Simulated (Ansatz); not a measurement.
# Settings and their price: random rock-salt (Na, Li, K)Cl solid solution (64 atoms)

The cell holds 64 atoms: 10 Na, 32 Cl, 11 Li and 11 K. Cell: a = 11.382 Å, b = 11.382 Å, c = 11.382 Å, α = 90.0°, β = 90.0°, γ = 90.0°. It derives from NaCl and LiCl and KCl. Rock-salt lattice (a = 5.691 Å, the mean of the end members), 2 x 2 x 2 cells, metal sites filled at random with 10 Na, 11 Li, 11 K; then minimised and run for 3 ps at 250 K (NVT) with a classical potential, last frame taken.

Geometry: as built.

Reference run: Kohn-Sham DFT, PBE, PAW (set soft_2), plane waves (Ansatz 0.2.0), cutoff 750 eV, Γ point, gaussian smearing of 0.025 eV.

```
r.m.s. force component                           : 0.1759 eV/Å
gap (highest filled to lowest empty level) : 4.102 eV
SCF cycles                                       : 7
time                                             : 9.4 s on 8 threads of Arm Neoverse V2, shared host
```

Q: Estimate how much each variant changes the results, and its time and memory.
- support functions medium
- support functions low
- support functions high
- support functions medium, radius 4.13 Å
- support functions medium, radius 4.47 Å
- support functions medium, radius 4.77 Å
- support functions medium, radius 5.11 Å
- support functions medium, radius 5.75 Å
- support functions medium, radius 6.39 Å

Differences are against the run with plane waves at 750 eV (Kohn-Sham DFT, PBE, PAW (set soft_2), plane waves), whose r.m.s. force component is 0.176 eV/Å. Energies are set beside the reference only for runs with its functional, potentials and electron count. Times are for 8 threads of Arm Neoverse V2, shared host.

| run | Δ force, r.m.s. (meV/Å) | share of r.m.s. force (%) | Δ energy (meV/atom) | Δ gap (eV) | cycles | time | host memory (GiB) |
| --- | --- | --- | --- | --- | --- | --- | --- |
| reference | - | - | - | - | 7 | 9.4 s | 3.3 |
| support functions medium | 1.27 | 0.725 | -0.122 | -2.0e-4 | 12 | 30 s | 2.5 |
| support functions low | 1.28 | 0.731 | -0.122 | -6.0e-4 | 10 | 28 s | 2.5 |
| support functions high | 0.092 | 0.0522 | 0.0289 | 0 | 16 | 1.7 min | 4.8 |
| support functions medium, radius 4.13 Å | 1.27 | 0.725 | -0.122 | -2.0e-4 | 12 | 26 s | 2.3 |
| support functions medium, radius 4.47 Å | 1.27 | 0.723 | -0.122 | -2.0e-4 | 12 | 36 s | 2.7 |
| support functions medium, radius 4.77 Å | 1.27 | 0.722 | -0.122 | -2.0e-4 | 12 | 43 s | 2.9 |
| support functions medium, radius 5.11 Å | 1.27 | 0.722 | -0.122 | 0 | 13 | 54 s | 3.3 |
| support functions medium, radius 5.75 Å | 1.27 | 0.723 | -0.122 | -3.0e-4 | 12 | 89 s | 4.2 |
| support functions medium, radius 6.39 Å | 1.27 | 0.723 | -0.122 | -3.0e-4 | 12 | 2.3 min | 5.3 |

Among numerical settings the force difference runs from 0.092 meV/Å (support functions high) to 1.3 meV/Å (support functions low). At 64 atoms the fastest of the runs at a preset level, support functions low, takes 3.0 times the time of plane waves, in 10 SCF cycles against 7. Differences between support functions and plane waves include what basis error the plane-wave run still has. As the radius goes from 4.13 to 6.39 Å, the force difference goes from 1.3 to 1.3 meV/Å, and the time from 26 s to 2.3 min. 

[Logs are printed without paths, hosts, clocks, repeated set-up lines and the standing remarks that a program may print on its own settings, such as how far it seeks lower states.]

[Hosts, paths, dates, database ids (printed as entryN), source tags and the programs' standing remarks are cut or masked in the printed files.]
